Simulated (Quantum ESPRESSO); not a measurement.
**BP (F-43m): a worked LO-TO splitting**

Wanted: the LO mode of BP (F-43m) from the TO mode and the field response.

Calculated with Quantum ESPRESSO 7.5; DFT LDA, scalar-relativistic, plane waves, PseudoDojo norm-conserving pseudopotentials.

### 1. Set-up

It takes space group F-43m (No. 216, cubic). The conventional cell has a = 4.487 Å, b = 4.487 Å, c = 4.487 Å, α = 90.00°, β = 90.00°, γ = 90.00°. Nearest to B lie 4 P at 1.94 Å. Nearest to P lie 4 B at 1.94 Å. Farther neighbours are not listed.

Structure file:

```xyz
2
Lattice="-2.2436 0.0000 2.2436 0.0000 2.2436 2.2436 -2.2436 2.2436 0.0000" Properties=species:S:1:pos:R:3 pbc="T T T"
B     0.0000    0.0000    0.0000
P    -1.1218    1.1218    1.1218
```

This is the cell after its relaxation at this level of theory, not the database cell from which that began.

### 2. What the response run gave

A linear-response run on the relaxed cell, with the response to an electric field; only its zone-centre results are used. Cutoff 84 Ry, k mesh 12×12×12.

Output:

```text
[banners, grids, parts of the stress and lines that vanish by symmetry left out]
Program PHONON v.7.5
     Reading xml data from directory:

[...]
Exchange-correlation= PW
                           (   1   4   0   0   0   0   0)
[...]
kinetic-energy cut-off    =      84.0000  Ry
     charge density cut-off    =     336.0000  Ry
     convergence threshold     =      1.0E-18
[...]
Exchange-correlation= PW
                           (   1   4   0   0   0   0   0)
[...]
q = (   0.0000000   0.0000000   0.0000000 )
     25 Sym.Ops. (with q -> -q+G )
     G cutoff =  305.9710  (  15905 G-vectors)     FFT grid: ( 36, 36, 36)
     number of k points=    72
[...]
Mode symmetry, T_d (-43m)  point group:
[...]
Dielectric constant
[...]
End of electric fields calculation
          Dielectric constant in cartesian axis
          (       9.159297086       0.000000000      -0.000000000 )
          (       0.000000000       9.159297086       0.000000000 )
          (      -0.000000000       0.000000000       9.159297086 )
          Effective charges (d Force / dE) in cartesian axis without acoustic sum rule applied (asr)
           atom    1  B     Mean Z*:       -0.64515
      Ex  (       -0.64515        0.00000       -0.00000 )
      Ey  (        0.00000       -0.64515        0.00000 )
      Ez  (       -0.00000        0.00000       -0.64515 )
           atom    2  P     Mean Z*:        0.64151
      Ex  (        0.64151        0.00000        0.00000 )
      Ey  (        0.00000        0.64151       -0.00000 )
      Ez  (        0.00000        0.00000        0.64151 )
          Effective charges Sum: Mean:       -0.00364
[...]
Effective charges (d Force / dE) in cartesian axis with asr applied:
           atom    1  B     Mean Z*:       -0.64333
[...]
atom    2  P     Mean Z*:        0.64333
[...]
Representation #   1 modes #   1   2   3
[...]
End of self-consistent calculation
     Convergence has been achieved
     Representation #   2 modes #   4   5   6
[...]
End of self-consistent calculation
     Convergence has been achieved
[...]
Dielectric constant in cartesian axis
          (       9.159297086       0.000000000      -0.000000000 )
          (       0.000000000       9.159297086       0.000000000 )
          (      -0.000000000       0.000000000       9.159297086 )
          Effective charges (d Force / dE) in cartesian axis without acoustic sum rule applied (asr)
           atom    1  B     Mean Z*:       -0.64515
      Ex  (       -0.64515        0.00000       -0.00000 )
      Ey  (        0.00000       -0.64515        0.00000 )
      Ez  (       -0.00000        0.00000       -0.64515 )
           atom    2  P     Mean Z*:        0.64151
      Ex  (        0.64151        0.00000        0.00000 )
      Ey  (        0.00000        0.64151       -0.00000 )
      Ez  (        0.00000        0.00000        0.64151 )
          Effective charges Sum: Mean:       -0.00364
[...]
Effective charges (d Force / dE) in cartesian axis with asr applied:
           atom    1  B     Mean Z*:       -0.64333
[...]
atom    2  P     Mean Z*:        0.64333
[...]
q = (    0.000000000   0.000000000   0.000000000 )
[...]
freq (    1) =      -0.015881 [THz] =      -0.529728 [cm-1]
     freq (    2) =      -0.015881 [THz] =      -0.529728 [cm-1]
     freq (    3) =      -0.015881 [THz] =      -0.529728 [cm-1]
     freq (    4) =      24.617863 [THz] =     821.163527 [cm-1]
     freq (    5) =      24.617863 [THz] =     821.163527 [cm-1]
     freq (    6) =      24.617863 [THz] =     821.163527 [cm-1]
[...]
Mode symmetry, T_d (-43m)  point group:
     freq (   1-   3) =         -0.5  [cm-1]   --> T_2  G_15 P_4   I+R
     freq (   4-   6) =        821.2  [cm-1]   --> T_2  G_15 P_4   I+R

   JOB DONE.
```

```
                       quantity   value
             cell volume Ω (Å³)  22.586
                  mass of B (u)  10.810
                  mass of P (u)  30.974
      Born charge of B, raw (e)  -0.645
      Born charge of P, raw (e)   0.641
                             ε∞   9.159
ω(TO) after the sum rule (cm⁻¹)   821.2
```

### 3. The calculation

The charges must sum to zero over the cell; taking off their mean, -0.002 e, leaves Z* = -0.643 e on B. In the polar mode B moves against P, so the reduced mass is μ = 10.81 × 30.97 / 41.78 = 8.013 u.

A longitudinal wave builds up a field that adds to the restoring force: ω(LO)² = ω(TO)² + 4π Z*² / (μ Ω ε∞), in Hartree atomic units. With μ = 14607 electron masses and Ω = 152.42 bohr³ the second term is 2.5506e-07 Ha², or 12286 cm⁻² (1 Ha = 219474.6 cm⁻¹).

So ω(LO) = √(674304 + 12286) = 828.6 cm⁻¹, and by the Lyddane-Sachs-Teller relation ε₀ = ε∞ (ω(LO)/ω(TO))² = 9.33.

### 4. Check against the program

The analysis program adds the same non-analytic term to the full matrix, here for q along (1 0 0).

Output:

```text
[banner, memory and clock lines left out]
Program DYNMAT v.7.5

     Reading Dynamical Matrix from file g.dyn
     ...Force constants read
     ...epsilon and Z* read

     Polarizability (A^3 units)
     multiply by 0.268834 for Clausius-Mossotti correction
        14.665007    0.000000   -0.000000
         0.000000   14.665007    0.000000
        -0.000000    0.000000   14.665007

     IR activities are in (D/A)^2/amu units

# mode   [cm-1]    [THz]      IR
    1      0.00    0.0000    0.0000
    2      0.00    0.0000    0.0000
    3      0.00    0.0000    0.0000
    4    821.16   24.6179    1.1916
    5    821.16   24.6179    1.1916
    6    828.61   24.8411    1.1916
```

ε₀ comes from the program's run without a direction of q.

```
    quantity  by hand  program
ω(LO) (cm⁻¹)    828.6    828.6
          ε₀     9.33     9.33
```

### 5. Summary of results

* TO mode: 821.2 cm⁻¹
* LO mode: 828.6 cm⁻¹
* static dielectric constant: 9.326

The LO mode of BP (F-43m) lies at 829 cm⁻¹, 7 cm⁻¹ above the TO mode; the formula meets the program within 0.1 cm⁻¹, as it must for a cubic crystal with one polar mode. ω(LO)² − ω(TO)² goes with Z*²/ε∞: an error of 5 % in ε∞ would move the LO mode by 0.4 cm⁻¹, and semilocal functionals tend to overestimate ε∞. These are harmonic values at zero temperature, at the volume of this functional, for the structure held cubic; stability elsewhere in the zone is no part of this calculation.

[Host names and launcher messages were left out of these logs when they were recorded.]

[Logs are printed without paths, hosts, clocks, repeated set-up lines and the standing remarks that a program may print on its own settings, such as how far it seeks lower states.]

[Hosts, paths, dates, database ids (printed as entryN), source tags and the programs' standing remarks are cut or masked in the printed files.]
